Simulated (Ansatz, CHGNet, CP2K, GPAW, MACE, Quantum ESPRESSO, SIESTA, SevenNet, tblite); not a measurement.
# SIESTA on generalised stacking fault on (111) (shuffle set) of a GaAs-GaSb solid solution (48 atoms): settings against a plane-wave reference, part 2 of 2

How do the settings of SIESTA change the result for generalised stacking fault on (111) (shuffle set) of a GaAs-GaSb solid solution (48 atoms)? A plane-wave run serves as the yardstick.

Program: SIESTA 5.4.2; the method stands at each step. Banners, paths, timers and routine set-up lines are dropped from the logs unmarked, and long logs keep their key lines alone; longer cuts are marked. The potentials were converted by us to PSML.

So far. Step 4 (VdW-DF, PBE potentials, DZP, shift 0.01 Ry, mesh 300 Ry): The run ends at a pressure of 8.30 GPa, with forces up to 2.4 eV/Å.

## Step 5: PBE, DZ, shift 0.01 Ry, mesh 300 Ry

Method: Kohn-Sham DFT, PBE, PseudoDojo 0.4.1 norm-conserving pseudopotentials (converted to PSML), numerical atomic orbitals (DZ), diagonalisation.

Contents of input.fdf:

```
SystemLabel cell
NumberOfAtoms 48
NumberOfSpecies 3
%block ChemicalSpeciesLabel
  1 31 Ga
  2 51 Sb
  3 33 As
%endblock ChemicalSpeciesLabel
LatticeConstant 1.0 Ang
%block LatticeVectors
  8.26650 0.00000 0.00000
  0.00000 7.15900 0.00000
  3.09994 0.00000 20.24871
%endblock LatticeVectors
PAO.BasisSize DZ
PAO.EnergyShift 0.01 Ry
XC.Functional GGA
XC.Authors PBE
MeshCutoff 300 Ry
%block kgrid_Monkhorst_Pack
  1 0 0 0.0
  0 1 0 0.0
  0 0 1 0.0
%endblock kgrid_Monkhorst_Pack
SolutionMethod diagon
OccupationFunction FD
ElectronicTemperature 580 K
SCF.Mixer.Method Pulay
SCF.Mixer.Weight 0.05
SCF.Mixer.History 8
SCF.Mix Hamiltonian
MaxSCFIterations 300
SCF.DM.Tolerance 1e-04
SCF.H.Tolerance 1.0e-3 eV
WriteForces T
Write.HirshfeldPop T
Write.VoronoiPop T
Write.DM F
Write.H F
XML.Write F
AtomicCoordinatesFormat Fractional
%block AtomicCoordinatesAndAtomicSpecies
[... 48 atom lines left out: the same atoms as in the first run ...]
%endblock AtomicCoordinatesAndAtomicSpecies
```

Launch:

```sh
$ OMP_NUM_THREADS=1 siesta < input.fdf > output.txt
```

Log:

```text
Version         : 5.4.2
reinit: System Name:
reinit: System Label: cell
initatom: Reading input for the pseudopotentials and atomic orbitals ----------
Species number:   1 Atomic number:   31 Label: Ga
Species number:   2 Atomic number:   51 Label: Sb
Species number:   3 Atomic number:   33 Label: As
Ground state valence configuration (from tables):   4s02  4p01  4d00  4f00
Ground state valence configuration (from tables):   5s02  5p03  5d00  4f00
Ground state valence configuration (from tables):   4s02  4p03  4d00  4f00
---- Processing specs for species: Ga
GGA--PBE XC_GGA_X_PBE--XC_GGA_C_PBE pb
Semicore shell(s) with 10 electrons included in the valence for Ga
---- Processing specs for species: Sb
GGA--PBE XC_GGA_X_PBE--XC_GGA_C_PBE pb
[... lines left out ...]
Total number of electrons:   672.000000
[... lines left out ...]
stepf: Fermi-Dirac step function
        iscf     Eharris(eV)        E_KS(eV)     FreeEng(eV)     dDmax    Ef(eV) dHmax(eV)
[... lines left out ...]
SCF Convergence by DM+H criterion
[... lines left out ...]
SCF cycle converged after 19 iterations
[... lines left out ...]
   Max    1.794939
[... lines left out ...]
   Max    1.794939    constrained
Stress tensor Voigt[x,y,z,yz,xz,xy] (kbar):     -110.41       -9.19      -20.59        4.56      -14.79        1.79
[... lines left out ...]
siesta: Etot    =   -115021.086546
siesta: FreeEng =   -115021.219759
siesta: Final energy (eV):
siesta:  Band Struct. =  -14600.991165
siesta:       Kinetic =   85078.587883
siesta:       Hartree =   35966.724355
siesta:         Exch. =  -27466.270025
siesta:         Corr. =   -1535.055384
siesta:   Exch.-corr. =  -29001.325408
siesta:  Ion-electron = -152812.462679
siesta:       Ion-ion =  -54252.610696
siesta:         Total = -115021.086546
siesta:         Fermi =      -3.486906
siesta: Stress tensor (static) (eV/Ang**3):
siesta:    -0.068915    0.001119   -0.009232
siesta:     0.001119   -0.005735    0.002845
siesta:    -0.009232    0.002845   -0.012854
siesta: Cell volume =       1198.316096 Ang**3
siesta: Pressure (static):
siesta:                Solid            Molecule  Units
siesta:           0.00031768          0.00021976  Ry/Bohr**3
siesta:           0.02916805          0.02017720  eV/Ang**3
siesta:          46.73237149         32.32744595  kBar
    Orbital volume contribution        =          29.471672 eV
    (Free)E + p_basis*V_orbitals       =     -114991.748088 eV
    (Free)Eharris+ p_basis*V_orbitals  =     -114991.748087 eV
Hirshfeld Atomic Populations:
Atom #   charge [q] valence [e]  Species
     1     0.097982   12.902018  Ga
     2    -0.042336   15.042336  Sb
     3     0.090644   12.909356  Ga
     4    -0.138221   15.138221  As
     5     0.084342   12.915658  Ga
     6    -0.149507   15.149507  As
[...]
8    -0.128438   15.128438  As
[...]
16    -0.035796   15.035796  Sb
[...]
18    -0.040119   15.040119  Sb
[...]
--------------------
 Total     0.000008
Voronoi Atomic Populations:
Atom #   charge [q] valence [e]  Species
[...]
42     0.006129   14.993871  Sb
[...]
44    -0.153458   15.153458  As
    45     0.095327   12.904673  Ga
    46    -0.141869   15.141869  As
    47     0.104824   12.895176  Ga
    48    -0.003536   15.003536  Sb
--------------------
 Total     0.000008
```

The job ended after 2.1 min (1 thread of Arm Neoverse V1, shared host; peak memory 0.75 GiB).

Compared with the plane-wave run:

```
r.m.s. force component                  : 0.6836 eV/Å
r.m.s. difference of force components   : 41.69 meV/Å
longest difference of force vectors     : 137.9 meV/Å
force difference over r.m.s. force      : 6.245 %
slope of forces against the reference's : 1.022
correlation of force components         : 0.9984
pressure                                : 4.673 GPa
pressure difference                     : -0.2531 GPa
```

This is a coarse setting, run to see what it loses.

Against the first run (6.6 %), the force difference from the reference is 6.2 %, at 0.37 times the CPU time, with 624 basis functions against 864: size alone doesn't set the difference here.

## Step 6: PBE, DZP, shift 0.01 Ry, mesh 150 Ry

Method: Kohn-Sham DFT, PBE, PseudoDojo 0.4.1 norm-conserving pseudopotentials (converted to PSML), numerical atomic orbitals (DZP), diagonalisation.

input.fdf: that of step 5 with these lines changed.

```diff
@@ -14,3 +14,3 @@
 %endblock LatticeVectors
-PAO.BasisSize DZ
+PAO.BasisSize DZP
 PAO.EnergyShift 0.01 Ry
@@ -18,3 +18,3 @@
 XC.Authors PBE
-MeshCutoff 300 Ry
+MeshCutoff 150 Ry
 %block kgrid_Monkhorst_Pack
```

Log:

```text
Version         : 5.4.2
reinit: System Name:
reinit: System Label: cell
initatom: Reading input for the pseudopotentials and atomic orbitals ----------
Species number:   1 Atomic number:   31 Label: Ga
Species number:   2 Atomic number:   51 Label: Sb
Species number:   3 Atomic number:   33 Label: As
Ground state valence configuration (from tables):   4s02  4p01  4d00  4f00
[... lines left out ...]
SCF Convergence by DM+H criterion
[... lines left out ...]
SCF cycle converged after 20 iterations
[... lines left out ...]
   Max    1.691111
[... lines left out ...]
   Max    1.691111    constrained
Stress tensor Voigt[x,y,z,yz,xz,xy] (kbar):     -123.74      -20.82      -31.65        3.68      -14.40        2.29
[... lines left out ...]
siesta: FreeEng =   -115045.697254
[... lines left out ...]
siesta:         Fermi =      -3.628532
[... lines left out ...]
siesta:          58.73932476         44.32500129  kBar
[... lines left out ...]
    (Free)Eharris+ p_basis*V_orbitals  =     -115001.608926 eV
Hirshfeld Atomic Populations:
Atom #   charge [q] valence [e]  Species
     1     0.105556   12.894444  Ga
     2    -0.055806   15.055806  Sb
     3     0.097426   12.902574  Ga
     4    -0.141643   15.141643  As
     5     0.093352   12.906648  Ga
     6    -0.150722   15.150722  As
[...]
8    -0.133667   15.133667  As
[...]
16    -0.049705   15.049705  Sb
[...]
18    -0.053080   15.053080  Sb
[...]
--------------------
 Total     0.000034
Voronoi Atomic Populations:
Atom #   charge [q] valence [e]  Species
[...]
42     0.002614   14.997386  Sb
[...]
44    -0.156004   15.156004  As
    45     0.096156   12.903844  Ga
    46    -0.139298   15.139298  As
    47     0.112132   12.887868  Ga
    48    -0.014200   15.014200  Sb
--------------------
 Total     0.000059
```

The job ended after 2.2 min (1 thread; peak memory 0.57 GiB).

Compared with the plane-wave run:

```
r.m.s. force component                          : 0.6673 eV/Å
r.m.s. difference of force components           : 55.06 meV/Å
longest difference of force vectors             : 174.8 meV/Å
force difference over r.m.s. force              : 8.249 %
slope of forces against the reference's         : 0.9962
correlation of force components                 : 0.9966
pressure                                        : 5.874 GPa
pressure difference                             : 0.9477 GPa
energy less the same-level run's                : -42.67 meV/atom
r.m.s. force difference from the same-level run : 24.43 meV/Å
```

This is a coarse setting, run to see what it loses.

Against the first run (6.6 %), the force difference from the reference is 8.2 %, at 0.40 times the CPU time: the grid matters here.

## Step 7: Side by side

Differences are against the plane-wave reference, forces as r.m.s. over components; share is that over the reference's r.m.s. force, slope the least-squares factor from reference forces to these. Total energies of different programs have different zeros and aren't compared.

| run | Δ force, r.m.s. (meV/Å) | share (%) | slope | Δ pressure (GPa) | cores | CPU time | memory (GiB) |
| --- | --- | --- | --- | --- | --- | --- | --- |
| reference | - | - | - | - | 8 | 84 s | 1.7 |
| SIESTA PBE, DZP, shift 0.01 Ry, mesh 300 Ry | 44.0 | 6.59 | 0.993 | 0.525 | 1 | 5.6 min | 1.2 |
| SIESTA PBE, SZ, shift 0.01 Ry, mesh 300 Ry (coarse) | 203 | 30.4 | 1.279 | 3.43 | 1 | 85 s | 0.62 |
| SIESTA vdW-DF, PBE potentials, DZP, shift 0.01 Ry, mesh 300 Ry | 58.5 | 8.77 | 1.023 | 3.38 | 2 | 13 min | 2 |
| SIESTA PBE, DZ, shift 0.01 Ry, mesh 300 Ry (coarse) | 41.7 | 6.25 | 1.022 | -0.253 | 1 | 2.1 min | 0.75 |
| SIESTA PBE, DZP, shift 0.01 Ry, mesh 150 Ry (coarse) | 55.1 | 8.25 | 0.996 | 0.948 | 1 | 2.2 min | 0.57 |

Rows marked coarse were listed beforehand as settings not expected to be converged; some can still land near the reference.

CPU time is summed over cores on a shared host, where runs went side by side, so it is rough. Symmetry, cutoffs, thresholds, outputs and thread counts weren't matched or tuned between programs; memory under MPI is the largest rank's times the ranks.

Mean charges by element (e), by run and scheme:

| run | scheme | Ga | Sb | As |
| --- | --- | --- | --- | --- |
| reference | Löwdin | -0.07 | +0.36 | -0.06 |
| SIESTA PBE, DZP, shift 0.01 Ry, mesh 300 Ry | Hirshfeld | +0.10 | -0.05 | -0.14 |
| SIESTA vdW-DF, PBE potentials, DZP, shift 0.01 Ry, mesh 300 Ry | Hirshfeld | +0.11 | -0.05 | -0.15 |

The reference's Löwdin charges lack the electrons that the projection spills, 0.022 e an atom on average.

Within one program, basis, potentials and functional, energies share a zero. Each run against its twin at the usual cutoff or grid and solver:

| run | twin | Δ energy (meV/atom) | Δ force, r.m.s. (meV/Å) | CPU time over the twin's |
| --- | --- | --- | --- | --- |
| SIESTA PBE, DZP, shift 0.01 Ry, mesh 150 Ry | DZP, shift 0.01 Ry, mesh 300 Ry | -42.7 | 24.4 | 0.40 |

## Step 8: Outcome

| Item | Value |
| --- | --- |
| nearest in forces | SIESTA PBE, DZ, shift 0.01 Ry, mesh 300 Ry (coarse), 6.2 % |
| its CPU time | 2.1 min |

The PBE run in local orbitals, coarse settings apart, differs by 6.6 % (SIESTA PBE, DZP, shift 0.01 Ry, mesh 300 Ry); basis, grid and potentials can all enter. Rows with another functional or a dispersion term differ by 8.8 % (SIESTA vdW-DF, PBE potentials, DZP, shift 0.01 Ry, mesh 300 Ry), which mixes the change of model with differences of basis and potentials, some of them made for another functional. Runs with settings chosen to be coarse differ by 6.2 % (SIESTA PBE, DZ, shift 0.01 Ry, mesh 300 Ry) to 30 % (SIESTA PBE, SZ, shift 0.01 Ry, mesh 300 Ry), their programs' other errors included. None of the electronic-structure runs in the table takes under half the reference's CPU time of 84 s; they take 1.0 to 9.5 times as much. SIESTA PBE, SZ, shift 0.01 Ry, mesh 300 Ry stiffens the forces by a factor of 1.28 while following their directions (correlation 0.996); the slopes of the 5 SIESTA runs lie between 0.99 and 1.28. In pressure, SIESTA PBE, SZ, shift 0.01 Ry, mesh 300 Ry misses by +3.4 GPa, at the same functional. Charges hang on scheme and program or settings: among these rows the mean for Sb runs from -0.05 to +0.36 e, even in sign. The reference's stress is far from hydrostatic: its diagonal is 11.1, 1.3, 2.4 GPa, compression counted positive. The host structure and its lattice constant were typed by rule, without a check against the phase diagram. The reference's pressure of 4.9 GPa belongs to a cell and atoms that aren't relaxed at this level. The electronic-structure runs sample only Γ, in a cell whose shortest periodic width is 7 Å, which is coarse for a cell with partly filled levels. Spin–orbit coupling is left out, which matters for the levels of the heavy elements.

[Also dropped from logs without a mark: logging warnings of Python, and SIESTA's first energy breakdown and zero terms.]

[Logs are printed without paths, hosts, clocks, repeated set-up lines and the standing remarks that a program may print on its own settings, such as how far it seeks lower states.]

[Hosts, paths, dates, database ids (printed as entryN), source tags and the programs' standing remarks are cut or masked in the printed files.]
